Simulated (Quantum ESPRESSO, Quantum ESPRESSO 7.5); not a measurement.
# Terminations of Ge(111) and their dipole steps

Which groups raise and which lower the vacuum level over Ge(111)?

Method: plane-wave DFT, PBE, GBRV ultrasoft pseudopotentials, in Quantum ESPRESSO 7.5.

This is a report of a sequence of runs, with most program output left out.

### 1. The starting structure

The cell holds 12 atoms: 2 H and 10 Ge. Cell: a = 4.073 Å, b = 4.073 Å, c = 33.254 Å, α = 90.0°, β = 90.0°, γ = 120.0°. It derives from Ge. Vacuum lies along c.

As a file:

```cif
data_structure
_symmetry_space_group_name_H-M 'P 1'
_symmetry_Int_Tables_number 1
_cell_length_a 4.0729
_cell_length_b 4.0729
_cell_length_c 33.2535
_cell_angle_alpha 90.000
_cell_angle_beta 90.000
_cell_angle_gamma 120.000
_cell_volume 477.73
loop_
_atom_site_label
_atom_site_type_symbol
_atom_site_fract_x
_atom_site_fract_y
_atom_site_fract_z
_atom_site_occupancy
H1 H 0.00000 0.00000 0.74058 1
Ge2 Ge 0.00000 0.00000 0.78749 1
Ge3 Ge 0.33333 0.66667 0.81249 1
Ge4 Ge 0.33333 0.66667 0.88749 1
Ge5 Ge 0.66667 0.33333 0.91250 1
Ge6 Ge 0.66667 0.33333 0.98750 1
Ge7 Ge 0.00000 0.00000 0.01250 1
Ge8 Ge 0.00000 0.00000 0.08750 1
Ge9 Ge 0.33333 0.66667 0.11251 1
Ge10 Ge 0.33333 0.66667 0.18751 1
Ge11 Ge 0.66667 0.33333 0.21251 1
H12 H 0.66667 0.33333 0.25942 1
```

### 2. Relaxing the ions, H on top

Unlike faces make a slab polar, so all members relax under open boundaries (ESM, bc1), which keep the symmetry; one bilayer in the middle is held.

Input file H.relax.in:

```
&control
  prefix = 'H.relax'
  outdir = './out'
  pseudo_dir = './pseudo'
  nstep = 40
  forc_conv_thr = 0.001
  calculation = 'relax'
/
&system
  ibrav = 0
  nat = 12
  ntyp = 2
  ecutwfc = 40
  ecutrho = 200
  occupations = 'smearing'
  smearing = 'fd'
  degauss = 0.002
  assume_isolated = 'esm'
  esm_bc = 'bc1'
  nbnd = 75
/
&electrons
  conv_thr = 1e-07
  mixing_beta = 0.4
  electron_maxstep = 120
  mixing_mode = 'plain'
/
&ions
/
ATOMIC_SPECIES
  H   1.0080  h_pbe_v1.4.uspp.F.UPF
  Ge  72.6300  ge_pbe_v1.4.uspp.F.UPF
CELL_PARAMETERS angstrom
  4.07293505963451 0.00000000000000 0.00000000000000
  -2.03646752981726 3.52726522960778 0.00000000000000
  0.00000000000000 0.00000000000000 33.25353458976204
ATOMIC_POSITIONS crystal
  H   0.000000000000 0.000000000000 -0.259424070292
  Ge  0.000000000000 0.000000000000 -0.212511763999
  Ge  0.333333333333 0.666666666667 -0.187510379999
  Ge  0.333333333333 0.666666666667 -0.112506228000
  Ge  0.666666666667 0.333333333333 -0.087504844000
  Ge  0.666666666667 0.333333333333 -0.012500692000 0 0 0
  Ge  0.000000000000 0.000000000000 0.012500692000 0 0 0
  Ge  0.000000000000 0.000000000000 0.087504844000
  Ge  0.333333333333 0.666666666667 0.112506228000
  Ge  0.333333333333 0.666666666667 0.187510379999
  Ge  0.666666666667 0.333333333333 0.212511763999
  H   0.666666666667 0.333333333333 0.259424070292
K_POINTS automatic
  6 6 1 0 0 0
```

Run with:

```sh
$ OMP_NUM_THREADS=1 mpirun -n 4 pw.x -nk 2 -in H.relax.in > H.relax.out
```

Wall time 45 min (4 MPI ranks of Arm Neoverse V1, shared host); peak memory 1 GiB.

The steps of the relaxation:

| step | energy less that of the first step (eV) | largest force (eV/Å) |
| --- | --- | --- |
| 1 | 0.0000 | 0.3031 |
| 2 | -0.0043 | 0.1404 |
| 3 | -0.0080 | 0.1403 |
| 4 | -0.0109 | 0.1379 |
| 5 | -0.0122 | 0.0915 |
| 6 | -0.0133 | 0.0756 |
| 7 | -0.0139 | 0.0556 |
| 8 | -0.0142 | 0.0557 |
| 9 | -0.0145 | 0.0473 |
| 10 | -0.0149 | 0.0447 |
| 11 | -0.0153 | 0.0537 |
| 12 | -0.0158 | 0.0655 |
| 13 | -0.0163 | 0.0749 |
| 14 | -0.0170 | 0.0764 |
| 15 | -0.0178 | 0.0552 |
| 16 | -0.0182 | 0.0212 |

The atoms that moved most (Å):

| atom | dx | dy | dz | length |
| --- | --- | --- | --- | --- |
| H1 | 0.000 | 0.000 | 0.081 | 0.081 |
| H12 | 0.000 | 0.000 | -0.081 | 0.081 |
| Ge11 | 0.000 | 0.000 | -0.080 | 0.080 |
| Ge2 | 0.000 | 0.000 | 0.080 | 0.080 |
| Ge3 | 0.000 | 0.000 | 0.031 | 0.031 |
| Ge10 | 0.000 | 0.000 | -0.031 | 0.031 |
| Ge4 | 0.000 | 0.000 | 0.017 | 0.017 |
| Ge9 | 0.000 | 0.000 | -0.017 | 0.017 |

The relaxation lowers the energy by 2 meV an atom. On the free atoms the largest force ends at 0.021 eV/Å.

Numbers from this step:

| Quantity | Value |
| --- | --- |
| free energy | -29099.7811 eV |
| energy at zero smearing | -29099.7807 eV |
| Fermi energy | -4.298 eV |
| vacuum line at the lower end of the cell, over the Fermi level | 4.298 eV |
| vacuum line at the upper end of the cell, over the Fermi level | 4.298 eV |

The potential energy, planar mean oscillates, so the rows of the table below give means over windows of 3.34 Å about each position, cut where the curve ends. Its maxima inside the range that stand out by 2 % of the span (Å: eV): -5.0: 2.04, -1.6: 2.07, 1.6: 2.07, 5.0: 2.04. Its minima: -6.6: -10.3, -3.4: -10.00, 0.0: -9.92, 3.4: -10.00, 6.6: -10.3.

Electrostatic potential energy of an electron; zero at the Fermi level. Table of potential energy, planar mean by z; means over each step:

z (Å), potential energy, planar mean (eV) and a bar from the least value:
```
   -14.96        4.3 ##############################
   -11.62        4.3 ##############################
    -8.28        0.0 ##############
    -4.94       -4.0 
    -1.60       -3.8 #
     1.74       -3.8 #
     5.08       -4.0 
     8.42        0.6 ################
    11.76        4.3 ##############################
    15.10        4.3 ##############################
```

The vacuum levels are read from the outermost 0.7 Å of the cell on either side.

### 3. SCF with pw.x, H on top

A run on the relaxed atoms gives the two vacuum levels.

Input file H.esm.in:

```
&control
  prefix = 'H.esm'
  outdir = './out'
  pseudo_dir = './pseudo'
  calculation = 'scf'
  tprnfor = .true.
/
&system
  ibrav = 0
  nat = 12
  ntyp = 2
  ecutwfc = 40
  ecutrho = 200
  occupations = 'smearing'
  smearing = 'fd'
  degauss = 0.002
  assume_isolated = 'esm'
  esm_bc = 'bc1'
  nbnd = 75
/
&electrons
  conv_thr = 1e-08
  mixing_beta = 0.4
  electron_maxstep = 120
  mixing_mode = 'plain'
/
ATOMIC_SPECIES
  H   1.0080  h_pbe_v1.4.uspp.F.UPF
  Ge  72.6300  ge_pbe_v1.4.uspp.F.UPF
CELL_PARAMETERS angstrom
  4.07293505963451 0.00000000000000 0.00000000000000
  -2.03646752981726 3.52726522960778 0.00000000000000
  0.00000000000000 0.00000000000000 33.25353458976204
ATOMIC_POSITIONS crystal
  H   0.000000000000 0.000000000000 -0.257001819000
  Ge  0.000000000000 0.000000000000 -0.210091578400
  Ge  0.333333333300 0.666666666700 -0.186567446200
  Ge  0.333333333300 0.666666666700 -0.111998700200
  Ge  0.666666666700 0.333333333300 -0.087304410000
  Ge  0.666666666700 0.333333333300 -0.012500692000
  Ge  0.000000000000 0.000000000000 0.012500692000
  Ge  0.000000000000 0.000000000000 0.087304410000
  Ge  0.333333333300 0.666666666700 0.111998700200
  Ge  0.333333333300 0.666666666700 0.186567446200
  Ge  0.666666666700 0.333333333300 0.210091578400
  H   0.666666666700 0.333333333300 0.257001819000
K_POINTS automatic
  6 6 1 0 0 0
```

Run with:

```sh
$ OMP_NUM_THREADS=1 mpirun -n 4 pw.x -nk 2 -in H.esm.in > H.esm.out
```

Run time: 2.8 min. Hardware: 4 MPI ranks; peak memory 1 GiB; 11 min of CPU time.

Numbers from this step:

- valence top, on the run's zero: -4.392 eV
- conduction bottom, on the run's zero: -4.222 eV
- gap by band count: 0.1698 eV
- vacuum line at the lower end of the cell, over the valence top: 4.392 eV
- vacuum line at the upper end of the cell, over the valence top: 4.392 eV

Inside the slab this potential holds the local part of the pseudopotentials, which can be repulsive at the nuclei; only its value in the vacuum has a meaning of its own.

### 4. Relaxation with pw.x, Br on top

System of this step: Ge(111), 5 bilayers, H below, Br above. The cell holds 12 atoms: 1 H, 10 Ge and 1 Br. Its edges and angles: a = 4.073 Å, b = 4.073 Å, c = 34.024 Å, α = 90.0°, β = 90.0°, γ = 120.0°. It derives from Ge. Vacuum lies along c.

Input file Br.relax.in:

```
&control
  prefix = 'Br.relax'
  outdir = './out'
  pseudo_dir = './pseudo'
  nstep = 40
  forc_conv_thr = 0.001
  calculation = 'relax'
/
&system
  ibrav = 0
  nat = 12
  ntyp = 3
  ecutwfc = 40
  ecutrho = 200
  occupations = 'smearing'
  smearing = 'fd'
  degauss = 0.002
  assume_isolated = 'esm'
  esm_bc = 'bc1'
  nbnd = 78
/
&electrons
  conv_thr = 1e-07
  mixing_beta = 0.4
  electron_maxstep = 120
  mixing_mode = 'plain'
/
&ions
/
ATOMIC_SPECIES
  H   1.0080  h_pbe_v1.4.uspp.F.UPF
  Ge  72.6300  ge_pbe_v1.4.uspp.F.UPF
  Br  79.9040  br_pbe_v1.4.uspp.F.UPF
CELL_PARAMETERS angstrom
  4.07293505963451 0.00000000000000 0.00000000000000
  -2.03646752981726 3.52726522960778 0.00000000000000
  0.00000000000000 0.00000000000000 34.02353458976204
ATOMIC_POSITIONS crystal
  H   0.000000000000 0.000000000000 -0.264868638827
  Ge  0.000000000000 0.000000000000 -0.219018023399
  Ge  0.333333333333 0.666666666667 -0.194582455558
  Ge  0.333333333333 0.666666666667 -0.121275752038
  Ge  0.666666666667 0.333333333333 -0.096840184197
  Ge  0.666666666667 0.333333333333 -0.023533480677 0 0 0
  Ge  0.000000000000 0.000000000000 0.000902087164 0 0 0
  Ge  0.000000000000 0.000000000000 0.074208790684
  Ge  0.333333333333 0.666666666667 0.098644358525
  Ge  0.333333333333 0.666666666667 0.171951062045
  Ge  0.666666666667 0.333333333333 0.196386629886
  Br  0.666666666667 0.333333333333 0.264868638827
K_POINTS automatic
  6 6 1 0 0 0
```

Run with:

```sh
$ OMP_NUM_THREADS=1 mpirun -n 4 pw.x -nk 2 -in Br.relax.in > Br.relax.out
```

It took 36 min on 4 MPI ranks; peak memory 1.1 GiB; 2.4 h of CPU time.

Relaxation path:

| step | energy less that of the first step (eV) | largest force (eV/Å) |
| --- | --- | --- |
| 1 | 0.0000 | 0.2882 |
| 2 | -0.0038 | 0.1499 |
| 3 | -0.0066 | 0.1339 |
| 4 | -0.0085 | 0.1283 |
| 5 | -0.0094 | 0.0909 |
| 6 | -0.0102 | 0.0637 |
| 7 | -0.0106 | 0.0465 |
| 8 | -0.0108 | 0.0411 |
| 9 | -0.0110 | 0.0378 |
| 10 | -0.0112 | 0.0383 |
| 11 | -0.0114 | 0.0396 |
| 12 | -0.0116 | 0.0587 |
| 13 | -0.0119 | 0.0599 |
| 14 | -0.0122 | 0.0583 |
| 15 | -0.0126 | 0.0484 |
| 16 | -0.0131 | 0.0312 |
| 17 | -0.0132 | 0.0146 |

The atoms that moved most (Å):

| atom | dx | dy | dz | length |
| --- | --- | --- | --- | --- |
| H1 | 0.000 | 0.000 | 0.079 | 0.079 |
| Ge2 | 0.000 | 0.000 | 0.078 | 0.078 |
| Ge11 | 0.000 | 0.000 | -0.043 | 0.043 |
| Br12 | 0.000 | 0.000 | -0.035 | 0.035 |
| Ge3 | 0.000 | 0.000 | 0.027 | 0.027 |
| Ge4 | 0.000 | 0.000 | 0.014 | 0.014 |
| Ge5 | 0.000 | 0.000 | 0.006 | 0.006 |

The relaxed structure:

```cif
data_structure
_symmetry_space_group_name_H-M 'P 1'
_symmetry_Int_Tables_number 1
_cell_length_a 4.0729
_cell_length_b 4.0729
_cell_length_c 34.0235
_cell_angle_alpha 90.000
_cell_angle_beta 90.000
_cell_angle_gamma 120.000
_cell_volume 488.79
loop_
_atom_site_label
_atom_site_type_symbol
_atom_site_fract_x
_atom_site_fract_y
_atom_site_fract_z
_atom_site_occupancy
H1 H 0.00000 0.00000 0.73745 1
Ge2 Ge 0.00000 0.00000 0.78327 1
Ge3 Ge 0.33333 0.66667 0.80622 1
Ge4 Ge 0.33333 0.66667 0.87913 1
Ge5 Ge 0.66667 0.33333 0.90335 1
Ge6 Ge 0.66667 0.33333 0.97647 1
Ge7 Ge 0.00000 0.00000 0.00090 1
Ge8 Ge 0.00000 0.00000 0.07412 1
Ge9 Ge 0.33333 0.66667 0.09856 1
Ge10 Ge 0.33333 0.66667 0.17186 1
Ge11 Ge 0.66667 0.33333 0.19513 1
Br12 Br 0.66667 0.33333 0.26384 1
```

The relaxation lowers the energy by 1 meV an atom. On the free atoms the largest force ends at 0.015 eV/Å.

This step gave:

```
free energy                                                    : -29722.2562 eV
energy at zero smearing                                        : -29722.2548 eV
Fermi energy                                                   : -4.885 eV
vacuum line at the lower end of the cell, over the Fermi level : 4.280 eV
vacuum line at the upper end of the cell, over the Fermi level : 5.491 eV
```

Electrostatic potential energy of an electron; zero at the Fermi level. Potential energy, planar mean against z:

z (Å), potential energy, planar mean (eV) and a bar from the least value:
```
      -17        4.3 #######################
      -16        4.3 #######################
      -15        4.3 #######################
      -14        4.3 #######################
      -13        4.3 #######################
      -12        4.3 #######################
      -11        4.3 #######################
      -10        4.2 #######################
       -9        2.5 ####################
       -8       -1.8 ##############
       -7      -10.2 
       -6       -2.3 #############
       -5        0.8 ##################
       -4       -8.4 ###
       -3       -5.4 ########
       -2        2.0 ####################
       -1       -6.0 #######
        0       -7.7 ####
        1        1.4 ###################
        2       -3.0 ############
        3       -9.8 #
        4       -1.6 ##############
        5        0.5 #################
        6       -9.1 ##
        7       -4.8 #########
        8        2.7 #####################
        9        8.5 ##############################
       10        4.2 #######################
       11        5.4 #########################
       12        5.5 #########################
       13        5.5 #########################
       14        5.5 #########################
       15        5.5 #########################
       16        5.5 #########################
```

### 5. Self-consistent run, Br on top

Input file Br.esm.in:

```
&control
  prefix = 'Br.esm'
  outdir = './out'
  pseudo_dir = './pseudo'
  calculation = 'scf'
  tprnfor = .true.
/
&system
  ibrav = 0
  nat = 12
  ntyp = 3
  ecutwfc = 40
  ecutrho = 200
  occupations = 'smearing'
  smearing = 'fd'
  degauss = 0.002
  assume_isolated = 'esm'
  esm_bc = 'bc1'
  nbnd = 78
/
&electrons
  conv_thr = 1e-08
  mixing_beta = 0.4
  electron_maxstep = 120
  mixing_mode = 'plain'
/
ATOMIC_SPECIES
  H   1.0080  h_pbe_v1.4.uspp.F.UPF
  Ge  72.6300  ge_pbe_v1.4.uspp.F.UPF
  Br  79.9040  br_pbe_v1.4.uspp.F.UPF
CELL_PARAMETERS angstrom
  4.07293505963451 0.00000000000000 0.00000000000000
  -2.03646752981726 3.52726522960778 0.00000000000000
  0.00000000000000 0.00000000000000 34.02353458976204
ATOMIC_POSITIONS crystal
  H   0.000000000000 0.000000000000 -0.263191848500
  Ge  0.000000000000 0.000000000000 -0.217377411500
  Ge  0.333333333300 0.666666666700 -0.194423373800
  Ge  0.333333333300 0.666666666700 -0.121515236100
  Ge  0.666666666700 0.333333333300 -0.097295136400
  Ge  0.666666666700 0.333333333300 -0.024177114200
  Ge  0.000000000000 0.000000000000 0.000258453700
  Ge  0.000000000000 0.000000000000 0.073471409800
  Ge  0.333333333300 0.666666666700 0.097919623200
  Ge  0.333333333300 0.666666666700 0.171213721700
  Ge  0.666666666700 0.333333333300 0.194491115200
  Br  0.666666666700 0.333333333300 0.263191848500
K_POINTS automatic
  6 6 1 0 0 0
```

Run with:

```sh
$ OMP_NUM_THREADS=1 mpirun -n 4 pw.x -nk 2 -in Br.esm.in > Br.esm.out
```

Wall time 3.5 min (4 MPI ranks); peak memory 1.1 GiB; 14 min of CPU time.

Read from the output:

- valence top, on the run's zero: -4.923 eV
- conduction bottom, on the run's zero: -4.869 eV
- gap by band count: 0.05407 eV
- vacuum line at the lower end of the cell, over the valence top: 4.321 eV
- vacuum line at the upper end of the cell, over the valence top: 5.525 eV

Inside the slab this potential holds the local part of the pseudopotentials, which can be repulsive at the nuclei; only its value in the vacuum has a meaning of its own.

(Part 1 of 2 ends here.)

[Logs are printed without paths, hosts, clocks, repeated set-up lines and the standing remarks that a program may print on its own settings, such as how far it seeks lower states.]

[Hosts, paths, dates, database ids (printed as entryN), source tags and the programs' standing remarks are cut or masked in the printed files.]

[Maps of the electrostatic potential energy from Ansatz leave out the sawtooth potential of an applied field or a dipole correction, so their vacuum need not be flat; planar profiles and work functions include it.]
